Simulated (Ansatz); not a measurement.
# Meshes and cutoff for the phonons of V (Im-3m, 1 atom in the cell), part 2 of 3

How do the frequencies of V (Im-3m, 1 atom in the cell) move with q mesh, k mesh and cutoff?

Ansatz 0.2.0; DFT PBE, scalar-relativistic, plane waves, PAW.

So far, highest frequency on the path or at a solved wavevector (cm⁻¹): step 3 (the dispersion) 259; step 4 (q mesh 2×2×2) 259; step 6 (k-mesh 24×24×24, q mesh 6×6×6) 258. The relaxed cell has a = 2.997 Å (conventional setting).

### Step 7. Side by side

Times are for 4 threads of Arm Neoverse V2, shared host. The runs compared:

| no. | q mesh | k-mesh | mean frequency (cm⁻¹) | lowest frequency on the path (cm⁻¹) | time | memory (GiB) |
| --- | --- | --- | --- | --- | --- | --- |
| 1 | 2×2×2 | 20×20×20 | 190.9 | 0 | 14 s | 1.1 |
| 2 | 3×3×3 | 21×21×21 | 178.4 | 0 | 50 s | 2.1 |
| 3 | 6×6×6 | 24×24×24 | 176.6 | 0 | 12 min | 3.8 |

The runs together. The phonon density of states by wavenumber; read off at these points; values in 1/cm⁻¹/cell:

| wavenumber (cm⁻¹) | 2×2×2, 20×20×20 | 3×3×3, 21×21×21 | 6×6×6, 24×24×24 |
| --- | --- | --- | --- |
| 10.0 | 1.5e-5 | 1.0e-5 | 3.5e-5 |
| 20.0 | 1.2e-4 | 4.5e-5 | 2.1e-4 |
| 30.0 | 2.8e-4 | 1.5e-4 | 6.1e-4 |
| 40.0 | 5.2e-4 | 2.7e-4 | 0.00154 |
| 50.0 | 7.9e-4 | 4.4e-4 | 0.0036 |
| 60.0 | 0.00116 | 6.7e-4 | 0.00422 |
| 70.0 | 0.00157 | 9.5e-4 | 0.00426 |
| 80.0 | 0.00208 | 0.00132 | 0.00450 |
| 90.0 | 0.00269 | 0.00179 | 0.0049 |
| 100.0 | 0.00340 | 0.00239 | 0.00535 |
| 110.0 | 0.00427 | 0.00320 | 0.00594 |
| 120.0 | 0.00533 | 0.00432 | 0.00679 |
| 130.0 | 0.00662 | 0.00972 | 0.00779 |
| 140.0 | 0.00831 | 0.0167 | 0.00941 |
| 150.0 | 0.0106 | 0.0288 | 0.0136 |
| 160.0 | 0.0137 | 0.0337 | 0.0237 |
| 167.0 | 0.0170 | 0.0320 | 0.0364 |
| 170.0 | 0.0190 | 0.0329 | 0.0311 |
| 180.0 | 0.0272 | 0.0332 | 0.0259 |
| 190.0 | 0.0333 | 0.0300 | 0.0266 |
| 200.0 | 0.0365 | 0.0279 | 0.0237 |
| 205.0 | 0.0382 | 0.0271 | 0.0223 |
| 210.0 | 0.0330 | 0.0230 | 0.0232 |
| 220.0 | 0.0291 | 0.0192 | 0.0419 |
| 230.0 | 0.0279 | 0.0166 | 0.0170 |
| 240.0 | 0.0178 | 0.0141 | 0.00895 |
| 250.0 | 0.0106 | - | 0.00558 |

The runs together, line C_V. The C_V by temperature; values in J/mol-atom/K:

| temperature (K) | 2×2×2, 20×20×20 | 3×3×3, 21×21×21 | 6×6×6, 24×24×24 |
| --- | --- | --- | --- |
| 0 | 0 | 0 | 0 |
| 50 | 3.89 | 4.53 | 5.16 |
| 100 | 13.8 | 14.8 | 14.9 |
| 150 | 18.9 | 19.6 | 19.6 |
| 200 | 21.3 | 21.7 | 21.7 |
| 250 | 22.5 | 22.8 | 22.8 |
| 300 | 23.2 | 23.4 | 23.4 |
| 350 | 23.7 | 23.8 | 23.8 |
| 400 | 23.9 | 24.1 | 24.1 |
| 450 | 24.2 | 24.3 | 24.2 |
| 500 | 24.3 | 24.4 | 24.4 |
| 550 | 24.4 | 24.5 | 24.5 |
| 600 | 24.5 | 24.6 | 24.5 |
| 650 | 24.6 | 24.6 | 24.6 |
| 700 | 24.6 | 24.7 | 24.7 |
| 750 | 24.7 | 24.7 | 24.7 |
| 800 | 24.7 | 24.7 | 24.7 |
| 850 | 24.7 | 24.7 | 24.7 |
| 900 | 24.7 | 24.8 | 24.8 |
| 950 | 24.8 | 24.8 | 24.8 |
| 1000 | 24.8 | 24.8 | 24.8 |

### Step 8. Another k mesh, k-mesh 6×6×6, q mesh 2×2×2

The k mesh is changed to 6×6×6 on a small fixed q mesh, to find the coarsest that serves.

input.yaml reads:

```yaml
crystal:
  lattice:
    - [-1.4983256871, 1.4983256871, 1.4983256871]
    - [1.4983256871, -1.4983256871, 1.4983256871]
    - [1.4983256871, 1.4983256871, -1.4983256871]
  atoms:
    - { symbol: V, position: [0.0, 0.0, 0.0] }
kpoints:
  mp_grid: { grid: [6, 6, 6] }
hamiltonian:
  xc: pbe
scf:
  occupations: { method: methfessel_paxton, width: 0.2 }
output:
  eigenvalues: true
phonons:
  method: dfpt
  qmesh: [2, 2, 2]
  temperatures: { t_max: 1000, t_step: 50 }
  qpath:
    path:
      - [[0.0, 0.0, 0.0], [0.5, -0.5, 0.5], [0.0, 0.0, 0.5], [0.0, 0.0, 0.0], [0.25, 0.25, 0.25], [0.5, -0.5, 0.5]]
      - [[0.25, 0.25, 0.25], [0.0, 0.0, 0.5]]
    npoints: 10
```

Started as:

```bash
ansatz run input.yaml --threads 4 --pin off --max-ram 7168MiB --backend cpu --events-out ev --progress --plain --runs-dir out
```

Numbers of over 12 decimals in the logs are rounded to 6 here.

The program printed:

```text
[...]
Crystal: 1 atoms, lattice volume = 13.455 Å³
Basis set: ecut = 420 eV, 249 PW (Γ), exchange–correlation on 36×36×36 points (8 copies of the dense FFT grid, shifted against one another)
Bands: 11, of which v1, the nominal top of the filled ones, is band 7 counted from 1 (6 counted from 0)
Symmetry: 48 space group operations
k-points: 16 of 216
[...]
SCF iter   1: F=—  HF=-2912.349954 eV  |F-HF|=—  |Δ(HF+E_count)|=         —  Δρ=5.55e-3  dr2=1.44e-3  ethr=1.77e-3  ⟨swp⟩=4.1  Hψ=868  notcnv=0
[...]
SCF iter   6: F=-2912.349878 eV  HF=-2912.349878 eV  |F-HF|=4.55e-13  |Δ(HF+E_count)|=  2.36e-11  S|Δr|=    0.00e0  Δρ=1.70e-7  dr2=7.12e-13  ethr=1.00e-12  ⟨swp⟩=5.1  Hψ=619  notcnv=0
SCF 1 converged in 6 iterations: F = -2912.349878 eV  dr2 = 7.12e-13
[...]
SCF converged after 6 iterations
[...]
Free energy (F): -2912.349878 eV
[...]
Internal energy: -2912.329409 eV  (E = F + TS)
E sigma→0 (E₀):  -2912.344761 eV
Entropy (-TS):   -0.020469 eV (-20.469 meV/atom)
Fermi energy:    16.531181 eV
[...]
--- Band table (eV; the first three rows and the last of 16) ---
  k-point 0: bands = [... 3 lower, -20.4567, 9.9554, 16.9512, 16.9512, 16.9512, 18.9674, 18.9674, 37.0986]
  k-point 1: bands = [... 3 lower, -20.4584, 11.0160, 16.5238, 16.7695, 17.7224, 18.6365, 19.0095, 35.0124]
  k-point 2: bands = [... 3 lower, -20.4618, 13.0170, 15.7568, 16.6767, 18.8083, 19.1867, 19.5374, 30.0034]
  k-point 15: bands = [... 3 lower, -21.0745, 13.5419, 13.5419, 20.2710, 20.2710, 20.2710, 26.7693, 26.7693]
[...]
ASR residual: 8.756e-6 → 0.000e0 eV/Å²; symmetrization residual: 2.425e-12 eV/Å²
  ASR residual per site (eV/Å²): 8.76e-6
  Γ frequencies (cm⁻¹): 0.00 0.00 0.00
--- Phonons (arbitrary-q DFPT): 3 irreducible q on the 2×2×2 mesh ---
[...]
interpolated dispersion: 62 rows × 3 modes
[...]
```

Run time: 1.1 s. Hardware: 4 threads of Arm Neoverse V2, shared host; peak memory 0.33 GiB.

The run finished; it serves as a test, and its numbers are not taken as the result.

### Step 9. Another k mesh, k-mesh 10×10×10, q mesh 2×2×2

The k mesh is changed to 10×10×10 on a small fixed q mesh, to find the coarsest that serves.

input.yaml, as its differences from that of step 8:

```diff
@@ -8,3 +8,3 @@
 kpoints:
-  mp_grid: { grid: [6, 6, 6] }
+  mp_grid: { grid: [10, 10, 10] }
 hamiltonian:
```

The program printed:

```text
[...]
Crystal: 1 atoms, lattice volume = 13.455 Å³
Basis set: ecut = 420 eV, 249 PW (Γ), exchange–correlation on 36×36×36 points (8 copies of the dense FFT grid, shifted against one another)
Bands: 11, of which v1, the nominal top of the filled ones, is band 7 counted from 1 (6 counted from 0)
Symmetry: 48 space group operations
k-points: 47 of 1000
[...]
SCF iter   1: F=—  HF=-2912.410397 eV  |F-HF|=—  |Δ(HF+E_count)|=         —  Δρ=6.68e-3  dr2=2.58e-3  ethr=1.77e-3  ⟨swp⟩=4.1  Hψ=2620  notcnv=0
[...]
SCF iter   7: F=-2912.410084 eV  HF=-2912.410084 eV  |F-HF|=9.09e-13  |Δ(HF+E_count)|=  3.18e-12  S|Δr|=    0.00e0  Δρ=1.11e-7  dr2=8.42e-13  ethr=1.00e-12  ⟨swp⟩=4.9  Hψ=1781  notcnv=0
SCF 1 converged in 7 iterations: F = -2912.410084 eV  dr2 = 8.42e-13
[...]
SCF converged after 7 iterations
[...]
Free energy (F): -2912.410084 eV
[...]
Internal energy: -2912.409759 eV  (E = F + TS)
E sigma→0 (E₀):  -2912.410002 eV
Entropy (-TS):   -0.000325 eV (-0.325 meV/atom)
Fermi energy:    16.535203 eV
[...]
--- Band table (eV; the first three rows and the last of 47) ---
  k-point 0: bands = [... 3 lower, -20.4805, 9.9545, 16.9345, 16.9345, 16.9345, 18.9485, 18.9485, 37.1006]
  k-point 1: bands = [... 3 lower, -20.4811, 10.3531, 16.7675, 16.8894, 17.2206, 18.7733, 18.9612, 36.3305]
  k-point 2: bands = [... 3 lower, -20.4828, 11.4305, 16.3534, 16.6497, 18.0191, 18.5905, 19.0144, 34.1370]
  k-point 46: bands = [... 3 lower, -21.0975, 13.5324, 13.5324, 20.2500, 20.2500, 20.2500, 26.7666, 26.7666]
[...]
ASR residual: 5.636e-6 → 0.000e0 eV/Å²; symmetrization residual: 9.814e-13 eV/Å²
  ASR residual per site (eV/Å²): 5.64e-6
  Γ frequencies (cm⁻¹): 0.00 0.00 0.00
--- Phonons (arbitrary-q DFPT): 3 irreducible q on the 2×2×2 mesh ---
[...]
interpolated dispersion: 62 rows × 3 modes
[...]
```

Elapsed: 2.6 s, on 4 threads; peak memory 0.39 GiB; 8.4 s of CPU time.

The run finished; it serves as a test, and its numbers are not taken as the result.

### Step 10. Another k mesh, k-mesh 16×16×16, q mesh 2×2×2

The k mesh is changed to 16×16×16 on a small fixed q mesh, to find the coarsest that serves.

input.yaml, as its differences from that of step 9:

```diff
@@ -8,3 +8,3 @@
 kpoints:
-  mp_grid: { grid: [10, 10, 10] }
+  mp_grid: { grid: [16, 16, 16] }
 hamiltonian:
```

The program printed:

```text
[...]
Crystal: 1 atoms, lattice volume = 13.455 Å³
Basis set: ecut = 420 eV, 249 PW (Γ), exchange–correlation on 36×36×36 points (8 copies of the dense FFT grid, shifted against one another)
Bands: 11, of which v1, the nominal top of the filled ones, is band 7 counted from 1 (6 counted from 0)
Symmetry: 48 space group operations
k-points: 145 of 4096
[...]
k-point 144: bands = [... 3 lower, -21.0630, 13.5467, 13.5467, 20.2818, 20.2818, 20.2818, 26.7707, 26.7707]
[...]
ASR residual: 2.110e-7 → 0.000e0 eV/Å²; symmetrization residual: 7.579e-13 eV/Å²
  ASR residual per site (eV/Å²): 2.11e-7
  Γ frequencies (cm⁻¹): 0.00 0.00 0.00
--- Phonons (arbitrary-q DFPT): 3 irreducible q on the 2×2×2 mesh ---
[...]
interpolated dispersion: 62 rows × 3 modes
[...]
[key lines of the parts left out:]
SCF converged after 7 iterations
Free energy (F): -2912.408531 eV
Fermi energy:    16.548655 eV
```

Run time: 8 s. Hardware: 4 threads; peak memory 0.7 GiB; 28 s of CPU time.

Against step 4 (now k-mesh 16×16×16), the highest frequency on the path or at a solved wavevector goes from 259 cm⁻¹ to 250 cm⁻¹ and the lowest mode on the q mesh (acoustic modes at Γ apart) goes from 174 cm⁻¹ to 168 cm⁻¹.

### Step 11. Another k mesh, q mesh 2×2×2

The k mesh is changed to 20×20×20 on a small fixed q mesh, to find the coarsest that serves.

input.yaml, as its differences from that of step 10:

```diff
@@ -8,3 +8,3 @@
 kpoints:
-  mp_grid: { grid: [16, 16, 16] }
+  mp_grid: { grid: [20, 20, 20] }
 hamiltonian:
```

The program printed:

```text
[...]
Crystal: 1 atoms, lattice volume = 13.455 Å³
Basis set: ecut = 420 eV, 249 PW (Γ), exchange–correlation on 36×36×36 points (8 copies of the dense FFT grid, shifted against one another)
Bands: 11, of which v1, the nominal top of the filled ones, is band 7 counted from 1 (6 counted from 0)
Symmetry: 48 space group operations
k-points: 256 of 8000
[...]
k-point 255: bands = [... 3 lower, -21.0592, 13.5483, 13.5483, 20.2853, 20.2853, 20.2853, 26.7711, 26.7711]
[...]
ASR residual: 7.692e-6 → 0.000e0 eV/Å²; symmetrization residual: 9.095e-13 eV/Å²
  ASR residual per site (eV/Å²): 7.69e-6
  Γ frequencies (cm⁻¹): 0.00 0.00 0.00
--- Phonons (arbitrary-q DFPT): 3 irreducible q on the 2×2×2 mesh ---
[...]
interpolated dispersion: 62 rows × 3 modes
[...]
[key lines of the parts left out:]
SCF converged after 7 iterations
Free energy (F): -2912.411236 eV
Fermi energy:    16.547711 eV
```

Elapsed: 15 s, on 4 threads; peak memory 1.1 GiB; 52 s of CPU time.

Against step 10 (now k-mesh 20×20×20), the highest frequency on the path or at a solved wavevector goes from 250 cm⁻¹ to 259 cm⁻¹ and the lowest mode on the q mesh (acoustic modes at Γ apart) goes from 168 cm⁻¹ to 174 cm⁻¹.

### Step 12. Another k mesh, k-mesh 30×30×30, q mesh 2×2×2

The k mesh is changed to 30×30×30 on a small fixed q mesh, to find the coarsest that serves.

input.yaml, as its differences from that of step 11:

```diff
@@ -8,3 +8,3 @@
 kpoints:
-  mp_grid: { grid: [20, 20, 20] }
+  mp_grid: { grid: [30, 30, 30] }
 hamiltonian:
```

The program printed:

```text
[...]
Crystal: 1 atoms, lattice volume = 13.455 Å³
Basis set: ecut = 420 eV, 249 PW (Γ), exchange–correlation on 36×36×36 points (8 copies of the dense FFT grid, shifted against one another)
Bands: 11, of which v1, the nominal top of the filled ones, is band 7 counted from 1 (6 counted from 0)
Symmetry: 48 space group operations
k-points: 752 of 27000
[...]
k-point 751: bands = [... 3 lower, -21.0567, 13.5494, 13.5494, 20.2876, 20.2876, 20.2876, 26.7714, 26.7714]
[...]
ASR residual: 2.357e-5 → 0.000e0 eV/Å²; symmetrization residual: 2.425e-12 eV/Å²
  ASR residual per site (eV/Å²): 2.36e-5
  Γ frequencies (cm⁻¹): 0.00 0.00 0.00
--- Phonons (arbitrary-q DFPT): 3 irreducible q on the 2×2×2 mesh ---
[...]
interpolated dispersion: 62 rows × 3 modes
[...]
[key lines of the parts left out:]
SCF converged after 7 iterations
Free energy (F): -2912.410765 eV
Fermi energy:    16.550779 eV
```

The job ended after 46 s (4 threads; peak memory 2.9 GiB; 2.8 min of CPU time).

Frequencies (cm⁻¹) solved at each irreducible wavevector; negative means imaginary. Frequencies by wavevector, by row:

| q in reciprocal lattice units | star | mode 1 | mode 2 | mode 3 |
| --- | --- | --- | --- | --- |
| 0 0 0 | 1 | 0 | 0 | 0 |
| 0 0 -0.5 | 6 | 174.2 | 185.1 | 233.2 |
| -0.5 -0.5 -0.5 | 1 | 257.7 | 257.7 | 257.7 |

Against step 4 (now k-mesh 30×30×30), the highest frequency on the path or at a solved wavevector goes from 259 to 258 cm⁻¹.

### Step 13. Side by side

Times are for 4 threads of Arm Neoverse V2, shared host. Results by setting:

| no. | k-mesh | lowest mode on the q mesh (acoustic modes at Γ apart) (cm⁻¹) | highest frequency on the path or at a solved wavevector (cm⁻¹) | time | memory (GiB) |
| --- | --- | --- | --- | --- | --- |
| 1 | 16×16×16 | 167.7 | 250.1 | 8 s | 0.70 |
| 2 | 20×20×20 | 173.7 | 259.3 | 15 s | 1.1 |
| 3 | 30×30×30 | 174.2 | 257.7 | 46 s | 2.9 |

The runs together. Table of phonon density of states by wavenumber; read off at these points; values in 1/cm⁻¹/cell:

| wavenumber (cm⁻¹) | 16×16×16 | 20×20×20 | 30×30×30 |
| --- | --- | --- | --- |
| 10.0 | 2.0e-5 | 1.5e-5 | 1.5e-5 |
| 20.0 | 1.4e-4 | 1.2e-4 | 1.1e-4 |
| 30.0 | 3.4e-4 | 2.8e-4 | 2.8e-4 |
| 40.0 | 6.2e-4 | 5.2e-4 | 4.9e-4 |
| 50.0 | 9.3e-4 | 7.9e-4 | 7.5e-4 |
| 60.0 | 0.00134 | 0.00116 | 0.00111 |
| 70.0 | 0.00181 | 0.00157 | 0.00151 |
| 80.0 | 0.00238 | 0.00208 | 0.00201 |
| 90.0 | 0.00309 | 0.00269 | 0.00262 |
| 100.0 | 0.00389 | 0.00340 | 0.00332 |
| 110.0 | 0.00489 | 0.00427 | 0.00418 |
| 120.0 | 0.00612 | 0.00533 | 0.00523 |
| 130.0 | 0.00770 | 0.00662 | 0.00652 |
| 140.0 | 0.00972 | 0.00831 | 0.00819 |
| 150.0 | 0.0125 | 0.0106 | 0.0104 |
| 160.0 | 0.0169 | 0.0137 | 0.0135 |
| 170.0 | 0.0257 | 0.0190 | 0.0186 |
| 180.0 | 0.0322 | 0.0272 | 0.0264 |
| 190.0 | 0.0350 | 0.0333 | 0.0340 |
| 200.0 | 0.0367 | 0.0365 | 0.0374 |
| 205.0 | 0.0320 | 0.0382 | 0.0387 |
| 207.0 | 0.0312 | 0.0362 | 0.0388 |
| 210.0 | 0.0300 | 0.0330 | 0.0357 |
| 220.0 | 0.0285 | 0.0291 | 0.0304 |
| 230.0 | 0.0248 | 0.0279 | 0.0290 |
| 240.0 | 0.0130 | 0.0178 | 0.0171 |
| 250.0 | 0.00187 | 0.0106 | 0.00983 |

The runs together, line C_V. The C_V by temperature; values in J/mol-atom/K:

| temperature (K) | 16×16×16 | 20×20×20 | 30×30×30 |
| --- | --- | --- | --- |
| 0 | 0 | 0 | 0 |
| 50 | 4.28 | 3.89 | 3.86 |
| 100 | 14.3 | 13.8 | 13.8 |
| 150 | 19.2 | 18.9 | 18.9 |
| 200 | 21.5 | 21.3 | 21.3 |
| 250 | 22.6 | 22.5 | 22.5 |
| 300 | 23.3 | 23.2 | 23.2 |
| 350 | 23.7 | 23.7 | 23.7 |
| 400 | 24.0 | 23.9 | 23.9 |
| 450 | 24.2 | 24.2 | 24.2 |
| 500 | 24.3 | 24.3 | 24.3 |
| 550 | 24.4 | 24.4 | 24.4 |
| 600 | 24.5 | 24.5 | 24.5 |
| 650 | 24.6 | 24.6 | 24.6 |
| 700 | 24.6 | 24.6 | 24.6 |
| 750 | 24.7 | 24.7 | 24.7 |
| 800 | 24.7 | 24.7 | 24.7 |
| 850 | 24.7 | 24.7 | 24.7 |
| 900 | 24.8 | 24.7 | 24.7 |
| 950 | 24.8 | 24.8 | 24.8 |
| 1000 | 24.8 | 24.8 | 24.8 |

### Step 14. Another cutoff, cutoff 170 eV, q mesh 2×2×2

The cutoff is set to 170 eV on a small fixed q mesh.

input.yaml, as its differences from that of step 12:

```diff
@@ -8,3 +8,3 @@
 kpoints:
-  mp_grid: { grid: [30, 30, 30] }
+  mp_grid: { grid: [20, 20, 20] }
 hamiltonian:
@@ -24 +24,3 @@
     npoints: 10
+basis:
+  ecutwfc: 170
```

The program printed:

```text
Warning: basis.ecutwfc = 170 eV is below the records' recommended 420 eV, and the density's cutoff is lower with it unless basis.ecutrho_ratio is high enough to keep the records' density cutoff: compare with a run at a higher cutoff
[...]
Crystal: 1 atoms, lattice volume = 13.455 Å³
Basis set: ecut = 170 eV, 79 PW (Γ), exchange–correlation on 24×24×24 points (8 copies of the dense FFT grid, shifted against one another)
Bands: 11, of which v1, the nominal top of the filled ones, is band 7 counted from 1 (6 counted from 0)
Symmetry: 48 space group operations
k-points: 256 of 8000
[...]
SCF iter   1: F=—  HF=-2898.405520 eV  |F-HF|=—  |Δ(HF+E_count)|=         —  Δρ=2.64e-1  dr2=4.91e0  ethr=1.77e-3  ⟨swp⟩=3.6  Hψ=11784  notcnv=0
[...]
SCF iter   8: F=-2895.274413 eV  HF=-2895.274413 eV  |F-HF|=9.09e-13  |Δ(HF+E_count)|=  7.73e-12  S|Δr|=    0.00e0  Δρ=2.29e-8  dr2=4.35e-14  ethr=1.00e-12  ⟨swp⟩=4.4  Hψ=8372  notcnv=0
SCF 1 converged in 8 iterations: F = -2895.274413 eV  dr2 = 4.35e-14
[...]
SCF converged after 8 iterations
[...]
Free energy (F): -2895.274413 eV
[...]
Internal energy: -2895.271697 eV  (E = F + TS)
E sigma→0 (E₀):  -2895.273734 eV
Entropy (-TS):   -0.002716 eV (-2.716 meV/atom)
Fermi energy:    16.455757 eV
[...]
--- Band table (eV; the first three rows and the last of 256) ---
  k-point 0: bands = [... 3 lower, -24.0068, 9.8299, 16.1207, 16.1207, 16.1207, 16.7907, 16.7907, 37.4538]
  k-point 1: bands = [... 3 lower, -23.1180, 9.9394, 16.3146, 16.4531, 16.6129, 17.4101, 18.9661, 37.3210]
  k-point 2: bands = [... 3 lower, -23.1322, 10.2635, 16.4245, 16.5423, 17.0845, 18.6873, 18.8804, 37.1656]
  k-point 255: bands = [... 3 lower, -23.6183, 13.7752, 13.7752, 19.8147, 19.8147, 19.8147, 28.2382, 28.2382]
[...]
ASR residual: 2.647e-6 → 0.000e0 eV/Å²; symmetrization residual: 1.012e-13 eV/Å²
  ASR residual per site (eV/Å²): 2.65e-6
  Γ frequencies (cm⁻¹): 0.00 0.00 0.00
--- Phonons (arbitrary-q DFPT): 3 irreducible q on the 2×2×2 mesh ---
[...]
interpolated dispersion: 62 rows × 3 modes
[...]
```

It took 8.8 s on 4 threads; peak memory 0.96 GiB; 30 s of CPU time.

The run finished; it serves as a test, and its numbers are not taken as the result.

### Step 15. Another cutoff, cutoff 230 eV, q mesh 2×2×2

The cutoff is set to 230 eV on a small fixed q mesh.

input.yaml, as its differences from that of step 14:

```diff
@@ -25,2 +25,2 @@
 basis:
-  ecutwfc: 170
+  ecutwfc: 230
```

The program printed:

```text
[...]
Crystal: 1 atoms, lattice volume = 13.455 Å³
Basis set: ecut = 230 eV, 87 PW (Γ), exchange–correlation on 30×30×30 points (8 copies of the dense FFT grid, shifted against one another)
Bands: 11, of which v1, the nominal top of the filled ones, is band 7 counted from 1 (6 counted from 0)
Symmetry: 48 space group operations
k-points: 256 of 8000
[...]
SCF iter   1: F=—  HF=-2909.956035 eV  |F-HF|=—  |Δ(HF+E_count)|=         —  Δρ=6.52e-2  dr2=2.58e-1  ethr=1.77e-3  ⟨swp⟩=3.2  Hψ=12223  notcnv=0
[...]
SCF iter   7: F=-2909.737175 eV  HF=-2909.737175 eV  |F-HF|=1.36e-12  |Δ(HF+E_count)|=  1.96e-11  S|Δr|=    0.00e0  Δρ=1.49e-7  dr2=1.48e-12  ethr=1.00e-12  ⟨swp⟩=5.1  Hψ=9756  notcnv=0
SCF 1 converged in 7 iterations: F = -2909.737175 eV  dr2 = 1.48e-12
[...]
SCF converged after 7 iterations
[...]
Free energy (F): -2909.737175 eV
[...]
Internal energy: -2909.737244 eV  (E = F + TS)
E sigma→0 (E₀):  -2909.737192 eV
Entropy (-TS):   0.000068 eV (0.068 meV/atom)
Fermi energy:    16.457772 eV
[...]
--- Band table (eV; the first three rows and the last of 256) ---
  k-point 0: bands = [... 3 lower, -20.9544, 9.9173, 17.3984, 17.3984, 17.3984, 19.1654, 19.1654, 37.1485]
  k-point 1: bands = [... 3 lower, -20.9827, 10.0095, 16.9321, 17.0544, 17.2499, 18.9198, 18.9666, 37.0093]
  k-point 2: bands = [... 3 lower, -21.0618, 10.3028, 16.8909, 16.9275, 17.0799, 18.7912, 18.8621, 36.5351]
  k-point 255: bands = [... 3 lower, -21.9498, 13.2977, 13.2977, 19.7976, 19.7976, 19.7976, 26.9505, 26.9505]
[...]
ASR residual: 1.461e-5 → 0.000e0 eV/Å²; symmetrization residual: 5.684e-13 eV/Å²
  ASR residual per site (eV/Å²): 1.46e-5
  Γ frequencies (cm⁻¹): 0.00 0.00 0.00
--- Phonons (arbitrary-q DFPT): 3 irreducible q on the 2×2×2 mesh ---
[...]
interpolated dispersion: 62 rows × 3 modes
[...]
```

Wall time 9.1 s (4 threads); peak memory 0.8 GiB; 31 s of CPU time.

The run finished; it serves as a test, and its numbers are not taken as the result.

(Part 2 of 3 ends here.)

[Logs are printed without paths, hosts, clocks, repeated set-up lines and the standing remarks that a program may print on its own settings, such as how far it seeks lower states.]

[Hosts, paths, dates, database ids (printed as entryN), source tags and the programs' standing remarks are cut or masked in the printed files.]
